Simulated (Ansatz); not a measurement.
# Ti2GeB, from a guessed structure to a relaxed one

Starting from a made-up structure for Ti2GeB, the aim is the relaxed cell, its shortest contacts and, where a second run follows, its electronic structure.

Method: DFT, PBE, plane-wave PAW, files of the set soft_1, scalar-relativistic, no spin, cell and ions relaxed at zero pressure; PAW set soft_1, in the first sound run; inputs show where later runs differ, in Ansatz 0.2.0.

## 1. Starting point

It takes space group P6_3/mmc (No. 194, hexagonal). The conventional cell has a = 3.019 Å, b = 3.019 Å, c = 12.615 Å, α = 90.00°, β = 90.00°, γ = 120.00°. Nearest to Ge lie 6 Ti at 2.64 Å. Nearest to Ti lie 3 B at 2.10 Å and 3 Ge at 2.64 Å. B has 6 Ti at 2.10 Å nearest. Farther neighbours are not listed.

## 2. Relaxation of the guess

The guess takes its coordinates from another compound and its volume from a rule, so the cell and any free coordinates are relaxed together.

input.yaml reads:

```yaml
crystal:
  lattice:
    - [3.019, 0.0, 0.0]
    - [-1.5095, 2.614530694, 0.0]
    - [0.0, 0.0, 12.615]
  atoms:
    - { symbol: Ge, position: [0.333333333, 0.666666667, 0.75] }
    - { symbol: Ge, position: [0.666666667, 0.333333333, 0.25] }
    - { symbol: Ti, position: [0.666666667, 0.333333333, 0.9072] }
    - { symbol: Ti, position: [0.333333333, 0.666666667, 0.0928] }
    - { symbol: Ti, position: [0.333333333, 0.666666667, 0.4072] }
    - { symbol: Ti, position: [0.666666667, 0.333333333, 0.5928] }
    - { symbol: B, position: [0.0, 0.0, 0.0] }
    - { symbol: B, position: [0.0, 0.0, 0.5] }
kpoints:
  mp_grid: { grid: [10, 10, 2] }
scf:
  occupations: { method: fermi_dirac, width: 0.05 }
hamiltonian:
  xc: pbe
  pseudopotentials: { kind: paw, azcp: { folder: soft_1 } }
relax:
  f_tol: 0.015
  max_steps: 70
  cell: {}
output:
  forces: true
  stress: true
```

Started as:

```sh
> ansatz run input.yaml --threads 4 --pin off --max-ram 10240MiB --backend cpu --events-out ev --progress --plain --runs-dir out
```

Numbers of over 12 decimals in the logs are rounded to 6 here.

Output:

```text
Engine: ansatz 0.2.0, x86_64-unknown-linux-gnu
Pseudopotentials: kind: paw
Pseudopotential: Ge, paw, valence charge 14, recommended cutoff 420 eV (normal), soft_1/Ge.paw.azcp
Pseudopotential: Ti, paw, valence charge 12, recommended cutoff 420 eV (normal), soft_1/Ti.paw.azcp
Pseudopotential: B, paw, valence charge 3, recommended cutoff 420 eV (normal), soft_1/B.paw.azcp
Functional definition: PBE
  parameter kappa = 0.804
  parameter beta = 0.066725
  exchange = pbe_x(kappa = kappa, mu = beta*pi^2/3)
  correlation = pbe_c(beta = beta)
Crystal: 8 atoms, lattice volume = 99.574 Å³
Basis set: ecut = 420 eV, 1891 PW (Γ), exchange–correlation on 48×48×180 points (8 copies of the dense FFT grid, shifted against one another)
Bands: 50, of which v1, the nominal top of the filled ones, is band 41 counted from 1 (40 counted from 0)
Symmetry: 24 space group operations
Space group: P63/mmc (ITA 194), of the structure as read, at distance tolerance 4.6e-5 Å
k-points: 28 of 200
Non-local potential: Ge, projectors of the file, l = 0: 2, l = 1: 2, l = 2: 3, l = 3: 1
Non-local potential: Ti, projectors of the file, l = 0: 3, l = 1: 2, l = 2: 3, l = 3: 1
Non-local potential: B, projectors of the file, l = 0: 2, l = 1: 2, l = 2: 1
PAW form: soft (Blöchl's): semilocal exchange-correlation on the pseudo side does not see the compensation charge
PAW one-centre angular grid: Ge, 590 points (default); XC on 64 Gauss nodes
PAW one-centre angular grid: Ti, 590 points (default); XC on 64 Gauss nodes
PAW one-centre angular grid: B, 110 points (default); XC on 64 Gauss nodes
Initial density: superposition of atomic densities (chi_scale 0.1, normalization cell, long waves kept (reshape's long-wave potential 0.07 eV rms))
Initial wavefunctions: pseudopotential atomic-orbital guess
Functional: x = pbe(κ = 0.804, μ = 0.219515), c = pbe(β = 0.066725)
SCF iter   1: F=—  HF=-18916.709536 eV  |F-HF|=—  |Δ(HF+E_count)|=         —  Δρ=1.22e-1  dr2=6.99e1  ethr=3.10e-3  ⟨swp⟩=5.7  Hψ=4323  notcnv=0  defer=3
preconditioner: auto → Kerker (q_TF=auto, 2.641 Å⁻¹)  [metal: Δε(μ)=0.049 eV  Ē_g=12.036 eV  σ=0.050 eV  W_gap=0.23  n_scr=40 (ndim 8)  ℏωp=26.3 eV  f_vac=0.000  D(μ)=4.03/eV (n_scr^D=40)]
SCF iter   2: F=—  HF=-18908.711015 eV  |F-HF|=—  |Δ(HF+E_count)|=    8.00e0  Δρ=6.55e-2  dr2=2.80e1  ethr=3.10e-3  ⟨swp⟩=3.0  Hψ=2677  notcnv=0  defer=59
SCF iter   3: F=—  HF=-18904.193260 eV  |F-HF|=—  |Δ(HF+E_count)|=    4.52e0  Δρ=1.92e-2  dr2=1.69e0  ethr=3.10e-3  ⟨swp⟩=3.6  Hψ=2765  notcnv=0  defer=60
SCF iter   4: F=—  HF=-18903.834262 eV  |F-HF|=—  |Δ(HF+E_count)|=   3.59e-1  Δρ=7.59e-3  dr2=9.66e-2  ethr=2.06e-3  ⟨swp⟩=3.1  Hψ=2604  notcnv=0  defer=60
SCF iter   5: F=—  HF=-18903.786797 eV  |F-HF|=—  |Δ(HF+E_count)|=   4.75e-2  Δρ=3.17e-3  dr2=1.71e-2  ethr=1.18e-4  ⟨swp⟩=2.4  Hψ=2261  notcnv=0  defer=60
SCF iter   6: F=—  HF=-18903.782928 eV  |F-HF|=—  |Δ(HF+E_count)|=   3.87e-3  Δρ=9.48e-4  dr2=1.07e-3  ethr=2.09e-5  ⟨swp⟩=2.0  Hψ=1951  notcnv=0  defer=60
SCF iter   7: F=—  HF=-18903.782670 eV  |F-HF|=—  |Δ(HF+E_count)|=   2.59e-4  Δρ=2.61e-4  dr2=6.65e-5  ethr=1.31e-6  ⟨swp⟩=2.5  Hψ=2089  notcnv=0  defer=60
SCF iter   8: F=—  HF=-18903.782691 eV  |F-HF|=—  |Δ(HF+E_count)|=   2.19e-5  Δρ=5.01e-5  dr2=3.15e-6  ethr=8.10e-8  ⟨swp⟩=2.0  Hψ=2094  notcnv=0  defer=60
SCF iter   9: F=—  HF=-18903.782691 eV  |F-HF|=—  |Δ(HF+E_count)|=   6.10e-7  Δρ=1.52e-5  dr2=2.03e-7  ethr=3.84e-9  ⟨swp⟩=2.0  Hψ=2037  notcnv=0  defer=60
SCF iter  10: F=-18903.782691 eV  HF=-18903.782691 eV  |F-HF|=9.75e-9  |Δ(HF+E_count)|=   2.82e-8  Δρ=3.96e-6  dr2=1.48e-8  ethr=1.22e-10  ⟨swp⟩=4.0  Hψ=4144  notcnv=0
SCF 1 converged in 10 iterations: F = -18903.782691 eV  dr2 = 1.48e-8
  greatest PAW one-centre occupation: 0.999 electrons in one spin orbital (limit 2), on the Ti atom at site 5 (counted from 0), in its partial waves of l = 0
relax step   1: F+E_penalty+E_count = -18903.78269084 eV  Δ(F+E_penalty+E_count) = +0.000e0 eV  max|allowed force component| = 7.145e-1 eV/Å  Δτ_max = 0.0000 Å  P = +27.798 GPa  Ω = 99.574 Å³  (10 SCF iters, dr2 threshold 1.00e-7 eV, accepted)
Crystal: 8 atoms, lattice volume = 113.725 Å³
Basis set: ecut = 420 eV, 2191 PW (Γ), exchange–correlation on 48×48×180 points (8 copies of the dense FFT grid, shifted against one another)
Initial density: handed on by an earlier stage of this run
Initial wavefunctions: those handed on with the density
iter 1 solved again at ethr=2.32e-3 eV; its pass at ethr=3.10e-3 eV (dr2=1.90e0 eV) is discarded
SCF iter   1: F=—  HF=-18905.258421 eV  |F-HF|=—  |Δ(HF+E_count)|=         —  Δρ=1.84e-2  dr2=1.94e0  ethr=2.32e-3  ⟨swp⟩=1.3  Hψ=6852  notcnv=0
preconditioner: auto → Kerker (q_TF=auto, 2.584 Å⁻¹)  [metal: Δε(μ)=0.063 eV  Ē_g=5.042 eV  σ=0.050 eV  W_gap=0.30  n_scr=40 (ndim 8)  ℏωp=19.1 eV  f_vac=0.000  D(μ)=2.63/eV (n_scr^D=8)]
SCF iter   2: F=—  HF=-18905.062934 eV  |F-HF|=—  |Δ(HF+E_count)|=   1.95e-1  Δρ=1.00e-2  dr2=7.51e-1  ethr=2.32e-3  ⟨swp⟩=1.8  Hψ=1484  notcnv=0
SCF iter   3: F=—  HF=-18904.954469 eV  |F-HF|=—  |Δ(HF+E_count)|=   1.08e-1  Δρ=3.51e-3  dr2=5.07e-2  ethr=9.16e-4  ⟨swp⟩=2.9  Hψ=2072  notcnv=0  defer=43
SCF iter   4: F=—  HF=-18904.942624 eV  |F-HF|=—  |Δ(HF+E_count)|=   1.18e-2  Δρ=1.32e-3  dr2=4.32e-3  ethr=6.19e-5  ⟨swp⟩=2.1  Hψ=2324  notcnv=0  defer=60
SCF iter   5: F=—  HF=-18904.941328 eV  |F-HF|=—  |Δ(HF+E_count)|=   1.30e-3  Δρ=6.40e-4  dr2=1.01e-3  ethr=5.27e-6  ⟨swp⟩=2.1  Hψ=2075  notcnv=0  defer=60
SCF iter   6: F=—  HF=-18904.941133 eV  |F-HF|=—  |Δ(HF+E_count)|=   1.95e-4  Δρ=1.87e-4  dr2=5.22e-5  ethr=1.24e-6  ⟨swp⟩=2.0  Hψ=1745  notcnv=0  defer=60
SCF iter   7: F=—  HF=-18904.941134 eV  |F-HF|=—  |Δ(HF+E_count)|=   1.41e-6  Δρ=4.32e-5  dr2=3.21e-6  ethr=6.37e-8  ⟨swp⟩=2.0  Hψ=2075  notcnv=0  defer=60
SCF iter   8: F=-18904.941134 eV  HF=-18904.941134 eV  |F-HF|=1.28e-7  |Δ(HF+E_count)|=   4.90e-7  Δρ=7.02e-6  dr2=1.11e-7  ethr=9.76e-10  ⟨swp⟩=4.0  Hψ=4499  notcnv=0
SCF 2 converged in 8 iterations: F = -18904.941134 eV  dr2 = 1.11e-7
relax step   2: F+E_penalty+E_count = -18904.94113360 eV  Δ(F+E_penalty+E_count) = -1.158e0 eV  max|allowed force component| = 5.351e-1 eV/Å  Δτ_max = 0.0328 Å  P = +3.274 GPa  Ω = 113.725 Å³  energy of the carried Pulay correction = -7.718e-3 eV  (8 SCF iters, dr2 threshold 8.00e-7 eV, accepted)
Crystal: 8 atoms, lattice volume = 115.291 Å³
Basis set: ecut = 420 eV, 2217 PW (Γ), exchange–correlation on 48×48×180 points (8 copies of the dense FFT grid, shifted against one another)
iter 1 solved again at ethr=3.09e-4 eV; its pass at ethr=3.10e-3 eV (dr2=2.54e-1 eV) is discarded
SCF iter   1: F=—  HF=-18905.015095 eV  |F-HF|=—  |Δ(HF+E_count)|=         —  Δρ=6.57e-3  dr2=2.50e-1  ethr=3.09e-4  ⟨swp⟩=1.8  Hψ=6724  notcnv=0
preconditioner: auto → Kerker (q_TF=auto, 2.578 Å⁻¹)  [metal: Δε(μ)=0.124 eV  Ē_g=13.446 eV  σ=0.050 eV  W_gap=0.45  n_scr=40 (ndim 8)  ℏωp=24.5 eV  f_vac=0.000  D(μ)=2.42/eV (n_scr^D=8)]
SCF iter   2: F=—  HF=-18904.989916 eV  |F-HF|=—  |Δ(HF+E_count)|=   2.52e-2  Δρ=3.64e-3  dr2=9.79e-2  ethr=3.05e-4  ⟨swp⟩=1.7  Hψ=1464  notcnv=0
SCF iter   3: F=—  HF=-18904.975154 eV  |F-HF|=—  |Δ(HF+E_count)|=   1.48e-2  Δρ=1.15e-3  dr2=5.51e-3  ethr=1.19e-4  ⟨swp⟩=2.5  Hψ=1953  notcnv=0
SCF iter   4: F=—  HF=-18904.974045 eV  |F-HF|=—  |Δ(HF+E_count)|=   1.11e-3  Δρ=4.77e-4  dr2=5.55e-4  ethr=6.72e-6  ⟨swp⟩=2.0  Hψ=2198  notcnv=0
SCF iter   5: F=—  HF=-18904.973804 eV  |F-HF|=—  |Δ(HF+E_count)|=   2.41e-4  Δρ=2.14e-4  dr2=9.86e-5  ethr=6.77e-7  ⟨swp⟩=2.0  Hψ=2079  notcnv=0
SCF iter   6: F=—  HF=-18904.973779 eV  |F-HF|=—  |Δ(HF+E_count)|=   2.54e-5  Δρ=6.84e-5  dr2=5.85e-6  ethr=1.20e-7  ⟨swp⟩=2.0  Hψ=2069  notcnv=0
SCF iter   7: F=-18904.973778 eV  HF=-18904.973778 eV  |F-HF|=2.16e-7  |Δ(HF+E_count)|=   1.25e-6  Δρ=1.31e-5  dr2=2.62e-7  ethr=9.76e-10  ⟨swp⟩=4.0  Hψ=4826  notcnv=0
SCF 3 converged in 7 iterations: F = -18904.973778 eV  dr2 = 2.62e-7
relax step   3: F+E_penalty+E_count = -18904.97377750 eV  Δ(F+E_penalty+E_count) = -3.264e-2 eV  max|allowed force component| = 3.373e-2 eV/Å  Δτ_max = 0.0196 Å  P = +0.277 GPa  Ω = 115.291 Å³  energy of the carried Pulay correction = -8.510e-3 eV  (7 SCF iters, dr2 threshold 8.00e-7 eV, accepted)
Crystal: 8 atoms, lattice volume = 115.640 Å³
Basis set: ecut = 420 eV, 2265 PW (Γ), exchange–correlation on 48×48×180 points (8 copies of the dense FFT grid, shifted against one another)
iter 1 solved again at ethr=7.06e-7 eV; its pass at ethr=3.10e-3 eV (dr2=5.79e-4 eV) is discarded
SCF iter   1: F=—  HF=-18904.984243 eV  |F-HF|=—  |Δ(HF+E_count)|=         —  Δρ=8.00e-4  dr2=5.92e-4  ethr=7.06e-7  ⟨swp⟩=2.6  Hψ=7401  notcnv=0
preconditioner: auto → Kerker (q_TF=auto, 2.576 Å⁻¹)  [metal: Δε(μ)=0.129 eV  Ē_g=13.356 eV  σ=0.050 eV  W_gap=0.49  n_scr=40 (ndim 8)  ℏωp=24.4 eV  f_vac=0.000  D(μ)=2.30/eV (n_scr^D=6)]
SCF iter   2: F=—  HF=-18904.984088 eV  |F-HF|=—  |Δ(HF+E_count)|=   1.55e-4  Δρ=4.57e-4  dr2=2.24e-4  ethr=7.06e-7  ⟨swp⟩=1.0  Hψ=1401  notcnv=0
SCF iter   3: F=—  HF=-18904.984027 eV  |F-HF|=—  |Δ(HF+E_count)|=   6.11e-5  Δρ=5.92e-5  dr2=4.80e-6  ethr=2.73e-7  ⟨swp⟩=2.0  Hψ=1766  notcnv=0
SCF iter   4: F=—  HF=-18904.984027 eV  |F-HF|=—  |Δ(HF+E_count)|=   8.87e-7  Δρ=2.67e-5  dr2=7.98e-7  ethr=5.85e-9  ⟨swp⟩=2.0  Hψ=2084  notcnv=0
iter 5 did not close the SCF: its close was put off for the readings that it lacked (scf_convergence_deferred on its scf_iter line)
SCF iter   5: F=-18904.984026 eV  HF=-18904.984026 eV  |F-HF|=7.45e-8  |Δ(HF+E_count)|=   6.49e-7  Δρ=1.17e-5  dr2=2.03e-7  ethr=9.73e-10  ⟨swp⟩=2.0  Hψ=2029  notcnv=0
SCF iter   6: F=-18904.984026 eV  HF=-18904.984026 eV  |F-HF|=5.10e-9  |Δ(HF+E_count)|=   3.22e-8  Δρ=3.04e-6  dr2=1.36e-8  ethr=2.48e-10  ⟨swp⟩=1.9  Hψ=4057  notcnv=0
SCF 4 converged in 6 iterations: F = -18904.984026 eV  dr2 = 1.36e-8
relax step   4: F+E_penalty+E_count = -18904.98402587 eV  Δ(F+E_penalty+E_count) = -1.025e-2 eV  max|allowed force component| = 2.831e-2 eV/Å  Δτ_max = 0.0005 Å  P = +0.009 GPa  Ω = 115.640 Å³  energy of the carried Pulay correction = -8.685e-3 eV  (6 SCF iters, dr2 threshold 8.00e-7 eV, accepted)
Crystal: 8 atoms, lattice volume = 115.639 Å³
Basis set: ecut = 420 eV, 2289 PW (Γ), exchange–correlation on 48×48×180 points (8 copies of the dense FFT grid, shifted against one another)
iter 1 solved again at ethr=3.76e-7 eV; its pass at ethr=3.10e-3 eV (dr2=3.09e-4 eV) is discarded
SCF iter   1: F=—  HF=-18904.984421 eV  |F-HF|=—  |Δ(HF+E_count)|=         —  Δρ=3.11e-4  dr2=3.12e-4  ethr=3.76e-7  ⟨swp⟩=2.4  Hψ=6080  notcnv=0
preconditioner: auto → Resta (q_TF=auto, 2.576 Å⁻¹)  ε∞=4.3  [insulator: Δε(μ)=0.143 eV  Ē_g=13.357 eV  σ=0.050 eV  W_gap=0.53  n_scr=40 (ndim 8)  ℏωp=24.4 eV  f_vac=0.000  D(μ)=2.32/eV (n_scr^D=8)  ε∞_Penn≈4.3]
SCF iter   2: F=—  HF=-18904.984372 eV  |F-HF|=—  |Δ(HF+E_count)|=   4.90e-5  Δρ=1.35e-4  dr2=2.56e-5  ethr=3.76e-7  ⟨swp⟩=2.0  Hψ=1703  notcnv=0
SCF iter   3: F=—  HF=-18904.984321 eV  |F-HF|=—  |Δ(HF+E_count)|=   5.14e-5  Δρ=3.52e-5  dr2=9.52e-7  ethr=3.12e-8  ⟨swp⟩=2.0  Hψ=1687  notcnv=0
SCF iter   4: F=—  HF=-18904.984321 eV  |F-HF|=—  |Δ(HF+E_count)|=   5.42e-8  Δρ=1.28e-5  dr2=1.44e-7  ethr=1.16e-9  ⟨swp⟩=2.0  Hψ=2086  notcnv=0
iter 5 did not close the SCF: its close was put off for the readings that it lacked (scf_convergence_deferred on its scf_iter line)
SCF iter   5: F=-18904.984321 eV  HF=-18904.984321 eV  |F-HF|=1.34e-8  |Δ(HF+E_count)|=   1.32e-8  Δρ=3.04e-6  dr2=1.06e-8  ethr=1.76e-10  ⟨swp⟩=2.0  Hψ=2026  notcnv=0
SCF iter   6: F=-18904.984321 eV  HF=-18904.984321 eV  |F-HF|=4.77e-10  |Δ(HF+E_count)|=   5.28e-9  Δρ=1.41e-6  dr2=1.80e-9  ethr=1.30e-11  ⟨swp⟩=2.0  Hψ=4060  notcnv=0
SCF 5 converged in 6 iterations: F = -18904.984321 eV  dr2 = 1.80e-9
relax step   5: F+E_penalty+E_count = -18904.98432086 eV  Δ(F+E_penalty+E_count) = -2.950e-4 eV  max|allowed force component| = 1.058e-2 eV/Å  Δτ_max = 0.0016 Å  P = -0.024 GPa  Ω = 115.639 Å³  energy of the carried Pulay correction = -8.684e-3 eV  (6 SCF iters, dr2 threshold 1.04e-7 eV, accepted)
Initial wavefunctions: pseudopotential atomic-orbital guess (no wavefunctions were taken with the density)
iter 1 solved again at ethr=9.68e-8 eV; its pass at ethr=3.10e-3 eV (dr2=7.94e-5 eV) is discarded
SCF iter   1: F=—  HF=-18904.993766 eV  |F-HF|=—  |Δ(HF+E_count)|=         —  Δρ=3.78e-4  dr2=1.21e-5  ethr=9.68e-8  ⟨swp⟩=3.0  Hψ=7770  notcnv=0
preconditioner: auto → Resta (q_TF=auto, 2.576 Å⁻¹)  ε∞=4.3  [insulator: Δε(μ)=0.141 eV  Ē_g=13.355 eV  σ=0.050 eV  W_gap=0.52  n_scr=40 (ndim 8)  ℏωp=24.4 eV  f_vac=0.000  D(μ)=2.31/eV (n_scr^D=6)  ε∞_Penn≈4.3]
SCF iter   2: F=—  HF=-18904.993970 eV  |F-HF|=—  |Δ(HF+E_count)|=   2.04e-4  Δρ=1.98e-4  dr2=4.37e-6  ethr=1.47e-8  ⟨swp⟩=2.0  Hψ=2303  notcnv=0
SCF iter   3: F=—  HF=-18904.994058 eV  |F-HF|=—  |Δ(HF+E_count)|=   8.83e-5  Δρ=4.35e-5  dr2=2.55e-7  ethr=5.33e-9  ⟨swp⟩=2.0  Hψ=1795  notcnv=0
SCF iter   4: F=—  HF=-18904.994062 eV  |F-HF|=—  |Δ(HF+E_count)|=   3.70e-6  Δρ=3.79e-6  dr2=1.35e-8  ethr=3.11e-10  ⟨swp⟩=2.4  Hψ=2349  notcnv=0
SCF iter   5: F=—  HF=-18904.994062 eV  |F-HF|=—  |Δ(HF+E_count)|=   9.80e-9  Δρ=1.31e-6  dr2=7.63e-10  ethr=1.65e-11  ⟨swp⟩=2.0  Hψ=2096  notcnv=0
SCF iter   6: F=-18904.994062 eV  HF=-18904.994062 eV  |F-HF|=4.73e-11  |Δ(HF+E_count)|=  3.38e-10  Δρ=2.68e-7  dr2=6.42e-11  ethr=1.00e-12  ⟨swp⟩=4.0  Hψ=4501  notcnv=0
SCF 6 converged in 6 iterations: F = -18904.994062 eV  dr2 = 6.42e-11
relax step   6: F+E_penalty+E_count = -18904.99406192 eV  Δ(F+E_penalty+E_count) = -9.741e-3 eV  max|allowed force component| = 1.073e-2 eV/Å  Δτ_max = 0.0000 Å  P = +0.017 GPa  Ω = 115.639 Å³  stress off target by 2.93e-2 GPa  SCF on the basis re-selected at this cell (its energy is not comparable with the rows above)  (6 SCF iters)
basis re-selected at this cell: Δ(F+E_penalty+E_count) = -9.741e-3 eV, ΔP = +0.041 GPa vs the last step (what re-selecting the basis moved, of the pressure what is left beyond the Pulay correction that the steps carried, after the strain that the cell walked since its last selection, with what the two solves' SCF thresholds leave and, on support functions, any second-order correction that the steps lacked; it is no m [...]
SCF converged after 6 iterations
Free energy (F): -18904.994062 eV
Harris-Foulkes:  -18904.994062 eV  (|F-HF|=4.73e-11)
Internal energy: -18904.974597 eV  (E = F + TS)
E sigma→0 (E₀):  -18904.984329 eV
Entropy (-TS):   -0.019465 eV (-2.433 meV/atom)
Fermi energy:    12.212071 eV
--- Per-component energies (eV) ---
  E_band       = -805.841417
  E_kinetic    = 1403.368947
  E_local      = -7362.333745  (includes V_loc(G=0)·N_el)
  E_nonlocal   = 690.768526
  E_hartree    = 3263.951440
  E_xc         = -675.948154
  E_vxc        = -792.444487  (∫ρ·V_xc dr)
  E_paw        = -8346.149383  (= ΣΔE_a)
  E_vpaw       = -1273.103492  (= ΣTr[D̂ρ^β])
  E_aug_tail   = -0.000264  (compensation charges beyond the density's cutoff)
  E_ewald      = -7878.631963
  E_smearing   = -0.019465  (= −TS)
  E_closure    = 0.000000  (closes the sum)
  Σ components = -18904.994062   (vs F -18904.994062, Δ=0.00e0)
--- Forces (eV/Å), atoms counted from 1 ---
  atom   1  Ge     0.00000000     0.00000000     0.00000000
  atom   2  Ge     0.00000000    -0.00000000     0.00000000
  atom   3  Ti     0.00000000    -0.00000000    -0.01073423
  atom   4  Ti    -0.00000000     0.00000000     0.01073423
  atom   5  Ti    -0.00000000     0.00000000    -0.01073423
  atom   6  Ti     0.00000000    -0.00000000     0.01073423
  atom   7  B     -0.00000000     0.00000000     0.00000000
  atom   8  B      0.00000000     0.00000000     0.00000000
  max |Σ_I F_I| component: 3.70e-17 eV/Å
--- Stress (GPa, compression-positive) ---
        0.029321       0.000000       0.000000
       -0.000000       0.029321       0.000000
        0.000000       0.000000      -0.006573
  P = ⅓ Tr σ = 0.0174 GPa (0.174 kbar)
--- Relaxed structure (5 steps of the walk, 5 accepted, 1 SCFs on fresh bases) ---
  F+E_penalty+E_count = -18904.99406192 eV   max|allowed force component| = 1.073e-2 eV/Å   (the final SCF, on the basis selected at the relaxed cell)
  cell:  # Å, volume = 115.6388 Å³
    - [3.180898, 0.0, 0.0]
    - [-1.590449, 2.754738, 0.0]
    - [0.0, 0.0, 13.196950]
  atoms:
    - { symbol: Ge, position: [0.333333, 0.666667, 0.750000] }
    - { symbol: Ge, position: [0.666667, 0.333333, 0.250000] }
    - { symbol: Ti, position: [0.666667, 0.333333, 0.908153] }
    - { symbol: Ti, position: [0.333333, 0.666667, 0.091847] }
    - { symbol: Ti, position: [0.333333, 0.666667, 0.408153] }
    - { symbol: Ti, position: [0.666667, 0.333333, 0.591847] }
    - { symbol: B, position: [0, 0, -1.3321548690864302e-19] }
    - { symbol: B, position: [0, 0, 0.500000] }
```

It took 12 s on 4 threads of Intel Xeon at 2.60GHz (Ice Lake), shared host; peak memory 0.63 GiB.

Step by step:

```
step  energy less that of the first step (eV)  largest force component (eV/Å)  pressure (GPa)  volume (Å³)
   1                                   0.0000                          0.7145           27.80        99.57
   2                                  -1.1584                          0.5351            3.27       113.73
   3                                  -1.1911                          0.0337            0.28       115.29
   4                                  -1.2013                          0.0283            0.01       115.64
   5                                  -1.2016                          0.0106           -0.02       115.64
  6*                                  -1.2114                          0.0107            0.02       115.64
```

Relaxation steps marked * repeat the geometry before them on a plane-wave basis chosen anew for their cell, so energy and pressure can jump there.

The run keeps the 24 symmetry operations that it works with, so distortions that break them were not tested.

```
conventional cell, symmetrised  before   after   change
                         a (Å)   3.019   3.181   +5.4 %
                         b (Å)   3.019   3.181   +5.4 %
                         c (Å)  12.615  13.197   +4.6 %
              volume (Å³/atom)   12.45   14.45  +16.1 %
```

The atoms that moved most (Å, as changes of fractional coordinates times the final cell):

```
atom     dx     dy      dz  length
 Ti6  0.000  0.000  -0.013   0.013
 Ti4  0.000  0.000  -0.013   0.013
 Ti5  0.000  0.000   0.013   0.013
 Ti3  0.000  0.000   0.013   0.013
```

Final coordinates:

```cif
data_structure
_symmetry_space_group_name_H-M 'P 1'
_symmetry_Int_Tables_number 1
_cell_length_a 3.1809
_cell_length_b 3.1809
_cell_length_c 13.1969
_cell_angle_alpha 90.000
_cell_angle_beta 90.000
_cell_angle_gamma 120.000
_cell_volume 115.64
loop_
_atom_site_label
_atom_site_type_symbol
_atom_site_fract_x
_atom_site_fract_y
_atom_site_fract_z
_atom_site_occupancy
Ge1 Ge 0.33333 0.66667 0.75000 1
Ge2 Ge 0.66667 0.33333 0.25000 1
Ti3 Ti 0.66667 0.33333 0.90815 1
Ti4 Ti 0.33333 0.66667 0.09185 1
Ti5 Ti 0.33333 0.66667 0.40815 1
Ti6 Ti 0.66667 0.33333 0.59185 1
B7 B 0.00000 0.00000 0.00000 1
B8 B 0.00000 0.00000 0.50000 1
```

Numbers from this step:

```
free energy             : -18904.9941 eV
energy at zero smearing : -18904.9843 eV
smearing term TS        : 0.01946 eV
Fermi energy            : 12.21 eV
electrons               : 82
symmetry operations     : 24
pressure                : 0.01736 GPa
```

The shortest distance of each pair, which need not be the same contact before and after:

```
 pair  guess (Å)  relaxed (Å)
 B–Ti      2.100        2.200
Ge–Ti      2.640        2.780
Ti–Ti      2.919        3.041
Ge–Ge      3.019        3.181
  B–B      3.019        3.181
```

The relaxation ends with a largest force component of 0.011 eV/Å and a pressure of 0.02 GPa.

(Part 1 of 2 ends here.)

[Logs are printed without paths, hosts, clocks, repeated set-up lines and the standing remarks that a program may print on its own settings, such as how far it seeks lower states.]

[Hosts, paths, dates, database ids (printed as entryN), source tags and the programs' standing remarks are cut or masked in the printed files.]
